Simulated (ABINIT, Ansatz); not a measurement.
# A GW chain in ABINIT: YHSe (P-6m2), part 2 of 3

How does a plane-wave GW calculation on YHSe (P-6m2) run from the first input to the gap?

ABINIT 10.8.3; LDA and many-body steps on it, plane waves. Known limits of the many-body steps: not at the basis limit; exchange with frozen shells missing; no spin-orbit coupling; coarse k mesh.

So far. Step 2 (Ground state): The gap is indirect, with the least direct gap 0.37 eV higher.

### Step 3. Bands along the symmetry lines

Level of this step: DFT, LDA, plane waves, norm-conserving pseudopotentials (ABINIT).

Levels along a band path, at the cheap level, show where the edges lie and whether the meshes to come will hold them.

File run.abi:

```
acell 3*1.0 Angstrom
rprim 
  3.840931335803 -0.000000000001 0.000000000000
  -1.920465667901 3.326344110998 0.000000000000
  0.000000000000 0.000000000000 3.915549560000
ntypat 3
znucl 39 1 34
natom 3
typat 1 2 3
xred 
  0.000000000000 0.000000000000 0.000000000000
  0.333333333333 0.666666666667 0.000000000000
  0.666666666667 0.333333333333 0.500000000000
pp_dirpath "pseudos"
pseudos "Y.upf, H.upf, Se.upf"
ecut 39
iscf -2
irdden 1
kptopt 0
nkpt 75
kpt 
  0.00000000 0.00000000 0.00000000
  0.06250000 0.00000000 0.00000000
  0.12500000 0.00000000 0.00000000
  0.18750000 0.00000000 0.00000000
  0.25000000 0.00000000 0.00000000
  0.31250000 0.00000000 0.00000000
  0.37500000 0.00000000 0.00000000
  0.43750000 0.00000000 0.00000000
  0.50000000 0.00000000 0.00000000
  0.47916667 0.04166667 0.00000000
  0.45833333 0.08333333 0.00000000
  0.43750000 0.12500000 0.00000000
  0.41666666 0.16666666 0.00000000
  0.39583333 0.20833333 0.00000000
  0.37500000 0.25000000 0.00000000
  0.35416666 0.29166666 0.00000000
  0.33333333 0.33333333 0.00000000
  0.29166666 0.29166666 0.00000000
  0.25000000 0.25000000 0.00000000
  0.20833333 0.20833333 0.00000000
  0.16666666 0.16666666 0.00000000
  0.12500000 0.12500000 0.00000000
  0.08333333 0.08333333 0.00000000
  0.04166667 0.04166667 0.00000000
  0.00000000 0.00000000 0.00000000
  0.00000000 0.00000000 0.06250000
  0.00000000 0.00000000 0.12500000
  0.00000000 0.00000000 0.18750000
  0.00000000 0.00000000 0.25000000
  0.00000000 0.00000000 0.31250000
  0.00000000 0.00000000 0.37500000
  0.00000000 0.00000000 0.43750000
  0.00000000 0.00000000 0.50000000
  0.06250000 0.00000000 0.50000000
  0.12500000 0.00000000 0.50000000
  0.18750000 0.00000000 0.50000000
  0.25000000 0.00000000 0.50000000
  0.31250000 0.00000000 0.50000000
  0.37500000 0.00000000 0.50000000
  0.43750000 0.00000000 0.50000000
  0.50000000 0.00000000 0.50000000
  0.47916667 0.04166667 0.50000000
  0.45833333 0.08333333 0.50000000
  0.43750000 0.12500000 0.50000000
  0.41666666 0.16666666 0.50000000
  0.39583333 0.20833333 0.50000000
  0.37500000 0.25000000 0.50000000
  0.35416666 0.29166666 0.50000000
  0.33333333 0.33333333 0.50000000
  0.29166666 0.29166666 0.50000000
  0.25000000 0.25000000 0.50000000
  0.20833333 0.20833333 0.50000000
  0.16666666 0.16666666 0.50000000
  0.12500000 0.12500000 0.50000000
  0.08333333 0.08333333 0.50000000
  0.04166667 0.04166667 0.50000000
  0.00000000 0.00000000 0.50000000
  0.50000000 0.00000000 0.50000000
  0.50000000 0.00000000 0.43750000
  0.50000000 0.00000000 0.37500000
  0.50000000 0.00000000 0.31250000
  0.50000000 0.00000000 0.25000000
  0.50000000 0.00000000 0.18750000
  0.50000000 0.00000000 0.12500000
  0.50000000 0.00000000 0.06250000
  0.50000000 0.00000000 0.00000000
  0.33333333 0.33333333 0.50000000
  0.33333333 0.33333333 0.43750000
  0.33333333 0.33333333 0.37500000
  0.33333333 0.33333333 0.31250000
  0.33333333 0.33333333 0.25000000
  0.33333333 0.33333333 0.18750000
  0.33333333 0.33333333 0.12500000
  0.33333333 0.33333333 0.06250000
  0.33333333 0.33333333 0.00000000
istwfk *1
nband 21
nbdbuf 2
tolwfr 1e-08
nstep 40
prtwf 0
prtvol 0
indata_prefix "in"
outdata_prefix "out"
tmpdata_prefix "tmp"
```

Command:

```
$ OMP_NUM_THREADS=1 mpirun -n 4 abinit run.abi > log
```

Numbers of over 12 decimals in the logs are rounded to 6 here.

What it wrote:

```text
.Version 10.8.3 of ABINIT. v10.8.2 released Aug 2026.

 Symmetries : space group P-6 m 2 (#187); Bravais hP (primitive hexag.)
[... echo of the input left out ...]
== DATASET  1 ==================================================================
-   mpi_nproc: 4, omp_nthreads: 1 (-1 if OMP is not activated)

--- !DatasetInfo
iteration_state: {dtset: 1, }
dimensions: {natom: 3, nkpt: 75, mband: 21, nsppol: 1, nspinor: 1, nspden: 1, mpw: 3954, }
cutoff_energies: {ecut:  39.0, pawecutdg:  -1.0, }
electrons: {nelect:   2.80000000E+01, charge:   0.00000000E+00, occopt:   1.00000000E+00, tsmear:   1.00000000E-02, }

 Real(R)+Recip(G) space primitive vectors, cartesian coordinates (Bohr,Bohr^-1):
 R(1)=  7.2583083  0.0000000  0.0000000  G(1)=  0.1377732  0.0795434  0.0000000
 R(2)= -3.6291541  6.2858794  0.0000000  G(2)=  0.0000000  0.1590867  0.0000000
 R(3)=  0.0000000  0.0000000  7.3993163  G(3)=  0.0000000  0.0000000  0.1351476
 Unit cell volume ucvol=  3.3759270E+02 bohr^3
 Angles (23,13,12)=  9.00000000E+01  9.00000000E+01  1.20000000E+02 degrees

 getcut: wavevector=  0.0000  0.0000  0.0000  ngfft=  45  45  45
         ecut(hartree)=     39.000   => boxcut(ratio)=   2.11526

--- Pseudopotential description ------------------------------------------------
- Y Generated using ONCVPSP code by D. R. Hamann
- 39.00000  11.00000  180309                  znucl, zion, pspdat
12 -1012 2 -1 1724                            pspcod,pspxc,lmax,lloc,mmax
     nproj     2     2     2
  pspatm : epsatm=   18.49213021
         --- l  ekb(1:nproj) -->
             0   10.120424    0.869710
             1    5.584292    0.424948
             2    1.196176    0.310479
 pspatm: atomic psp has been read  and splines computed

- H Generated using ONCVPSP code by D. R. Hamann
-  1.00000   1.00000  180309                  znucl, zion, pspdat
12 -1012 1 -1 1180                            pspcod,pspxc,lmax,lloc,mmax
     nproj     2     1     0
  pspatm : epsatm=    0.35439867
         --- l  ekb(1:nproj) -->
[...]
1   -0.275071
 pspatm: atomic psp has been read  and splines computed

- Se Generated using ONCVPSP code by D. R. Hamann
- 34.00000  16.00000  180309                  znucl, zion, pspdat
12 -1012 2 -1 1198                            pspcod,pspxc,lmax,lloc,mmax
     nproj     2     2     2
  pspatm : epsatm=   28.37707470
         --- l  ekb(1:nproj) -->
[...]
pspatm: atomic psp has been read  and splines computed

--------------------------------------------------------------------------------

================================================================================
 prteigrs : about to open file out_EIG
 Non-SCF case, kpt    1 (  0.00000  0.00000  0.00000), residuals and eigenvalues=
  7.49E-09  1.67E-09  9.96E-09  1.73E-09  7.47E-09  6.52E-09  5.89E-09  3.70E-09
[...]
7.77E-09  8.15E-09  8.49E-09  2.59E-06  8.82E-04
[...]
Non-SCF case, kpt   74 (  0.33333  0.33333  0.06250), residuals and eigenvalues=
[...]
Non-SCF case, kpt   75 (  0.33333  0.33333  0.00000), residuals and eigenvalues=
[...]
-5.6661E-01 -5.6621E-01 -5.5996E-01 -1.9981E-01  8.4064E-02  1.0262E-01
  1.6190E-01  2.2223E-01  3.2355E-01  3.4796E-01  3.6129E-01  4.8884E-01
[...]
--- !ResultsGS
iteration_state: {dtset: 1, }
comment   : Summary of ground state results
lattice_vectors:
- [  7.2583083,  -0.0000000,   0.0000000, ]
- [ -3.6291541,   6.2858794,   0.0000000, ]
- [  0.0000000,   0.0000000,   7.3993163, ]
lattice_lengths: [   7.25831,    7.25831,    7.39932, ]
lattice_angles: [ 90.000,  90.000, 120.000, ] # degrees, (23, 13, 12)
lattice_volume:   3.3759270E+02
convergence: {deltae:  0.000E+00, res2:  0.000E+00, residm:  9.996E-09, diffor:  0.000E+00, }
etotal    :  -1.62784166E+02
entropy   :   0.00000000E+00
fermie    :   2.48575670E-01
cartesian_stress_tensor: null
pressure_GPa: null
xred      :
- [  0.0000E+00,   0.0000E+00,   0.0000E+00,  Y]
- [  3.3333E-01,   6.6667E-01,   0.0000E+00,  H]
- [  6.6667E-01,   3.3333E-01,   5.0000E-01, Se]
cartesian_forces: null
force_length_stats: {min: null, max: null, mean: null, }

 Integrated electronic density in atomic spheres:
 ------------------------------------------------
 Atom  Sphere_radius  Integrated_density
[...]
================================================================================

 ----iterations are completed or convergence reached----

 Mean square residual over all n,k,spin=   56.622E-10; max=  99.960E-10
 reduced coordinates (array xred) for    3 atoms
[...]
0.333333333333      0.666666666667      0.000000000000
       0.666666666667      0.333333333333      0.500000000000

 cartesian coordinates (angstrom) at end:
    1      0.000000     0.000000     0.000000
    2      3.3e-13     2.217563     0.000000
    3      1.920466     1.108781     1.957775
 length scales=  1.889726125908  1.889726125908  1.889726125908 bohr
              =  1.000000000000  1.000000000000  1.000000000000 angstroms
 prteigrs : about to open file out_EIG
 Eigenvalues (hartree) for nkpt=  75  k points:
 kpt#   1, nband= 21, wtk=  1.00000, kpt=  0.0000  0.0000  0.0000 (reduced coord)
[...]
kpt#   2, nband= 21, wtk=  1.00000, kpt=  0.0625  0.0000  0.0000 (reduced coord)
[...]
kpt#   3, nband= 21, wtk=  1.00000, kpt=  0.1250  0.0000  0.0000 (reduced coord)
[...]
kpt#  74, nband= 21, wtk=  1.00000, kpt=  0.3333  0.3333  0.0625 (reduced coord)
[...]
0.36267    0.48414    0.50645    0.54094    0.55549
 kpt#  75, nband= 21, wtk=  1.00000, kpt=  0.3333  0.3333  0.0000 (reduced coord)
  -1.48685   -1.48667   -1.48667   -1.48526   -1.48526   -1.29479   -0.56661   -0.56621
  -0.55996   -0.19981    0.08406    0.10262    0.16190    0.22223    0.32355    0.34796
   0.36129    0.48884    0.50629    0.53571    0.57126

== END DATASET(S) ==============================================================
================================================================================

 -outvars: echo values of variables after computation  --------
            nband          21
             nkpt          75
          spgroup         187
 [... the other variables as echoed above ...]

 Calculation completed.
```

Wall time 56 s (4 MPI ranks of Arm Neoverse N1, shared host); peak memory 0.35 GiB; 3.7 min of CPU time.

Numbers from this step:

| Item | Value |
| --- | --- |
| gap | 1.365 eV |
| k of the valence top | 0, 0, 0.5 |
| k of the conduction bottom | 0, 0, 0 |
| least direct gap | 1.739 eV |

The gap is 1.365 eV, as in the run before at this level.

The electronic bands at the labelled points (eV, zero at the top of the highest filled band):

| point | band 11 | band 12 | band 13 | band 14 | band 15 | band 16 | band 17 | band 18 |
| --- | --- | --- | --- | --- | --- | --- | --- | --- |
| Γ | -3.58 | -1.69 | -1.56 | -1.56 | 1.36 | 3.74 | 3.74 | 3.94 |
| halfway | -4.42 | -2.07 | -1.96 | -1.48 | 2.03 | 3.59 | 3.71 | 3.99 |
| M | -5.28 | -2.38 | -2.12 | -1.45 | 2.67 | 3.29 | 4.26 | 4.43 |
| halfway | -5.01 | -3.03 | -2.37 | -0.97 | 2.43 | 2.47 | 3.90 | 5.65 |
| K | -4.48 | -3.97 | -2.36 | -0.72 | 2.04 | 2.70 | 3.07 | 6.54 |
| halfway | -4.54 | -2.22 | -2.14 | -1.39 | 2.11 | 3.17 | 3.50 | 4.54 |
| Γ | -3.58 | -1.69 | -1.56 | -1.56 | 1.36 | 3.74 | 3.74 | 3.94 |
| halfway | -5.16 | -1.36 | -1.36 | -0.61 | 2.22 | 2.22 | 2.38 | 4.45 |
| A | -6.28 | -1.14 | -1.14 | 0.00 | 1.74 | 1.74 | 3.67 | 3.67 |
| halfway | -5.28 | -2.56 | -2.03 | -1.82 | 2.79 | 3.23 | 3.90 | 5.05 |
| L | -3.92 | -3.65 | -3.13 | -2.31 | 3.54 | 4.78 | 4.87 | 5.78 |
| halfway | -3.80 | -3.74 | -3.11 | -2.41 | 3.92 | 4.63 | 5.00 | 5.17 |
| H | -3.96 | -3.60 | -3.02 | -2.49 | 3.91 | 4.23 | 5.06 | 5.67 |
| halfway | -4.99 | -2.85 | -2.31 | -2.00 | 3.10 | 3.45 | 4.17 | 5.28 |
| A | -6.28 | -1.14 | -1.14 | 0.00 | 1.74 | 1.74 | 3.67 | 3.67 |
| jump to L | -3.92 | -3.65 | -3.13 | -2.31 | 3.54 | 4.78 | 4.87 | 5.78 |
| halfway | -4.85 | -3.05 | -2.30 | -1.93 | 2.74 | 4.07 | 4.22 | 4.99 |
| M | -5.28 | -2.38 | -2.12 | -1.45 | 2.67 | 3.29 | 4.26 | 4.43 |
| jump to H | -3.96 | -3.60 | -3.02 | -2.49 | 3.91 | 4.23 | 5.06 | 5.67 |
| halfway | -4.30 | -3.31 | -3.08 | -2.04 | 3.61 | 3.86 | 4.03 | 5.64 |
| K | -4.48 | -3.97 | -2.36 | -0.72 | 2.04 | 2.70 | 3.07 | 6.54 |

The electronic bands as a text plot (rows in eV, shown from -8.0 to 3.9 only):

```
    3.7 |+++++    +  +  ++++    +++  +  +++  +  +++ +   +++  ++
    3.2 | ++  +++  ++   ++  +      +++++         +++ ++  ++   +++
    2.7 |      +++ ++  +  +  +++   + +            ++   ++ +    ++
    2.2 | +++++   +++++++++    +  +++              ++           +
    1.7 |+                 + ++ +++                 +
    1.2 |                   +
    0.7 |
    0.2 |                        *
   -0.3 |                      ** *                 *
   -0.8 |         *****       *    *                            *
   -1.3 | ********     ***   ********              **     *    *
   -1.8 |******          ****      ****          ***    **    *
   -2.3 |   *************           * *************  ******  *  *
   -2.8 |        *     *             ***     * ***   ** ** *****
   -3.3 |         *   *                ****** * *     **    **
   -3.8 |**        ***    ***           ********     *     *  ***
   -4.3 |  **       *    *   *         **       *    **     *****
   -4.8 |    *    ** ****     *       *          *     *
   -5.3 |     ****                   *            *     ***
   -5.8 |                      **  **              *
   -6.3 |                        **                 *
   -6.8 |
   -7.3 |
   -7.8 |
         Γ     M    K       Γ     A      L   H      A|L   M|H   K
```

### Step 4. Empty states on the mesh, 3×3×4 mesh, 42 bands

The sums over transitions need many empty states on a uniform mesh; this step solves for them.

File run.abi:

```
acell 3*1.0 Angstrom
rprim 
  3.840931335803 -0.000000000001 0.000000000000
  -1.920465667901 3.326344110998 0.000000000000
  0.000000000000 0.000000000000 3.915549560000
ntypat 3
znucl 39 1 34
natom 3
typat 1 2 3
xred 
  0.000000000000 0.000000000000 0.000000000000
  0.333333333333 0.666666666667 0.000000000000
  0.666666666667 0.333333333333 0.500000000000
pp_dirpath "pseudos"
pseudos "Y.upf, H.upf, Se.upf"
ecut 39
ngkpt 3 3 4
nshiftk 1
shiftk 0 0 0
kptopt 1
chksymbreak 0
iscf -2
irdden 1
istwfk *1
nband 42
nbdbuf 4
tolwfr 1e-09
nstep 60
prtvol 0
indata_prefix "in"
outdata_prefix "out"
tmpdata_prefix "tmp"
```

What it wrote:

```text
.Version 10.8.3 of ABINIT. v10.8.2 released Aug 2026.

 Symmetries : space group P-6 m 2 (#187); Bravais hP (primitive hexag.)
[... echo of the input left out ...]
== DATASET  1 ==================================================================
-   mpi_nproc: 4, omp_nthreads: 1 (-1 if OMP is not activated)

--- !DatasetInfo
iteration_state: {dtset: 1, }
dimensions: {natom: 3, nkpt: 9, mband: 42, nsppol: 1, nspinor: 1, nspden: 1, mpw: 3939, }
cutoff_energies: {ecut:  39.0, pawecutdg:  -1.0, }
electrons: {nelect:   2.80000000E+01, charge:   0.00000000E+00, occopt:   1.00000000E+00, tsmear:   1.00000000E-02, }

 Real(R)+Recip(G) space primitive vectors, cartesian coordinates (Bohr,Bohr^-1):
 R(1)=  7.2583083  0.0000000  0.0000000  G(1)=  0.1377732  0.0795434  0.0000000
 R(2)= -3.6291541  6.2858794  0.0000000  G(2)=  0.0000000  0.1590867  0.0000000
 R(3)=  0.0000000  0.0000000  7.3993163  G(3)=  0.0000000  0.0000000  0.1351476
 Unit cell volume ucvol=  3.3759270E+02 bohr^3
 Angles (23,13,12)=  9.00000000E+01  9.00000000E+01  1.20000000E+02 degrees

 getcut: wavevector=  0.0000  0.0000  0.0000  ngfft=  45  45  45
         ecut(hartree)=     39.000   => boxcut(ratio)=   2.11526

--- Pseudopotential description ------------------------------------------------
- Y Generated using ONCVPSP code by D. R. Hamann
- 39.00000  11.00000  180309                  znucl, zion, pspdat
12 -1012 2 -1 1724                            pspcod,pspxc,lmax,lloc,mmax
     nproj     2     2     2
  pspatm : epsatm=   18.49213021
         --- l  ekb(1:nproj) -->
             0   10.120424    0.869710
             1    5.584292    0.424948
             2    1.196176    0.310479
 pspatm: atomic psp has been read  and splines computed

- H Generated using ONCVPSP code by D. R. Hamann
-  1.00000   1.00000  180309                  znucl, zion, pspdat
12 -1012 1 -1 1180                            pspcod,pspxc,lmax,lloc,mmax
     nproj     2     1     0
  pspatm : epsatm=    0.35439867
         --- l  ekb(1:nproj) -->
[...]
1   -0.275071
 pspatm: atomic psp has been read  and splines computed

- Se Generated using ONCVPSP code by D. R. Hamann
- 34.00000  16.00000  180309                  znucl, zion, pspdat
12 -1012 2 -1 1198                            pspcod,pspxc,lmax,lloc,mmax
     nproj     2     2     2
  pspatm : epsatm=   28.37707470
         --- l  ekb(1:nproj) -->
[...]
pspatm: atomic psp has been read  and splines computed

--------------------------------------------------------------------------------

================================================================================
 prteigrs : about to open file out_EIG
 Non-SCF case, kpt    1 (  0.00000  0.00000  0.00000), residuals and eigenvalues=
  1.83E-10  7.96E-10  9.00E-10  2.26E-10  4.16E-10  8.53E-10  3.08E-10  2.18E-10
  8.99E-10  6.33E-10  3.46E-10  4.59E-10  2.10E-10  5.79E-10  4.77E-10  6.05E-10
  8.73E-10  4.90E-10  3.86E-10  5.03E-10  2.75E-10  3.72E-10  2.70E-10  7.45E-10
[...]
3.27E-07  1.46E-05
 -1.4869E+00 -1.4867E+00 -1.4867E+00 -1.4853E+00 -1.4853E+00 -1.2957E+00
 -5.6179E-01 -5.5818E-01 -5.5818E-01 -2.3769E-01  1.1694E-01  1.8664E-01
  1.9116E-01  1.9116E-01  2.9874E-01  3.8596E-01  3.8596E-01  3.9330E-01
  3.9330E-01  5.0334E-01  5.8023E-01  5.8023E-01  6.6329E-01  6.8512E-01
  7.0992E-01  7.0992E-01  8.3738E-01  9.6493E-01  9.6493E-01  9.9463E-01
  9.9463E-01  1.0197E+00  1.1537E+00  1.1537E+00  1.1701E+00  1.2455E+00
  1.2622E+00  1.3139E+00  1.3139E+00  1.3648E+00  1.3988E+00  1.3988E+00
 prteigrs : prtvol=0 or 1, do not print more k-points.

--- !ResultsGS
iteration_state: {dtset: 1, }
comment   : Summary of ground state results
lattice_vectors:
- [  7.2583083,  -0.0000000,   0.0000000, ]
- [ -3.6291541,   6.2858794,   0.0000000, ]
- [  0.0000000,   0.0000000,   7.3993163, ]
lattice_lengths: [   7.25831,    7.25831,    7.39932, ]
lattice_angles: [ 90.000,  90.000, 120.000, ] # degrees, (23, 13, 12)
lattice_volume:   3.3759270E+02
convergence: {deltae:  0.000E+00, res2:  0.000E+00, residm:  9.980E-10, diffor:  0.000E+00, }
etotal    :  -1.62784166E+02
entropy   :   0.00000000E+00
fermie    :   2.48575670E-01
cartesian_stress_tensor: null
pressure_GPa: null
xred      :
- [  0.0000E+00,   0.0000E+00,   0.0000E+00,  Y]
- [  3.3333E-01,   6.6667E-01,   0.0000E+00,  H]
- [  6.6667E-01,   3.3333E-01,   5.0000E-01, Se]
cartesian_forces: null
force_length_stats: {min: null, max: null, mean: null, }

 Integrated electronic density in atomic spheres:
 ------------------------------------------------
 Atom  Sphere_radius  Integrated_density
[...]
================================================================================

 ----iterations are completed or convergence reached----

 Mean square residual over all n,k,spin=   53.776E-11; max=  99.802E-11
 reduced coordinates (array xred) for    3 atoms
[...]
0.333333333333      0.666666666667      0.000000000000
       0.666666666667      0.333333333333      0.500000000000

 cartesian coordinates (angstrom) at end:
    1      0.000000     0.000000     0.000000
    2      3.3e-13     2.217563     0.000000
    3      1.920466     1.108781     1.957775
 length scales=  1.889726125908  1.889726125908  1.889726125908 bohr
              =  1.000000000000  1.000000000000  1.000000000000 angstroms
 prteigrs : about to open file out_EIG
 Eigenvalues (hartree) for nkpt=   9  k points:
 kpt#   1, nband= 42, wtk=  0.02778, kpt=  0.0000  0.0000  0.0000 (reduced coord)
[...]
0.70992    0.70992    0.83738    0.96493    0.96493    0.99463    0.99463    1.01969
   1.15366    1.15366    1.17010    1.24545    1.26215    1.31385    1.31385    1.36478
   1.39883    1.39884
 prteigrs : prtvol=0 or 1, do not print more k-points.

== END DATASET(S) ==============================================================
================================================================================

 -outvars: echo values of variables after computation  --------
            nband          42
             nkpt           9
          spgroup         187
 [... the other variables as echoed above ...]

 Calculation completed.
```

The job ended after 25 s (4 MPI ranks; peak memory 0.28 GiB).

Numbers from this step:

- gap: 1.365 eV
- k of the valence top: 0, 0, 0.5
- k of the conduction bottom: 0, 0, 0
- least direct gap: 1.739 eV
- k points computed: 9
- lowest point of the top converged band, above the valence top: 25.90 eV

On this mesh the gap is 1.365 eV.

[end of part 2 of 3]

[Paths, hosts, dates, memory and timing lines, banners, echoed tables and standing remarks are left out of the program output.]

[Logs are printed without paths, hosts, clocks, repeated set-up lines and the standing remarks that a program may print on its own settings, such as how far it seeks lower states.]

[Runs of the session that timed out or met a known fault of the program may be left out.]

[Hosts, paths, dates, database ids (printed as entryN), source tags and the programs' standing remarks are cut or masked in the printed files.]

[G0W0 gaps are taken among the corrected bands and points alone; a level outside them can change the order at an edge.]

[Where Ansatz stands beside ABINIT at settings called matched, ABINIT's density can come from a denser mesh and the files from another edition; pairs whose starting gaps differed by over 0.03 eV were left out, so agreement reads better than it is.]
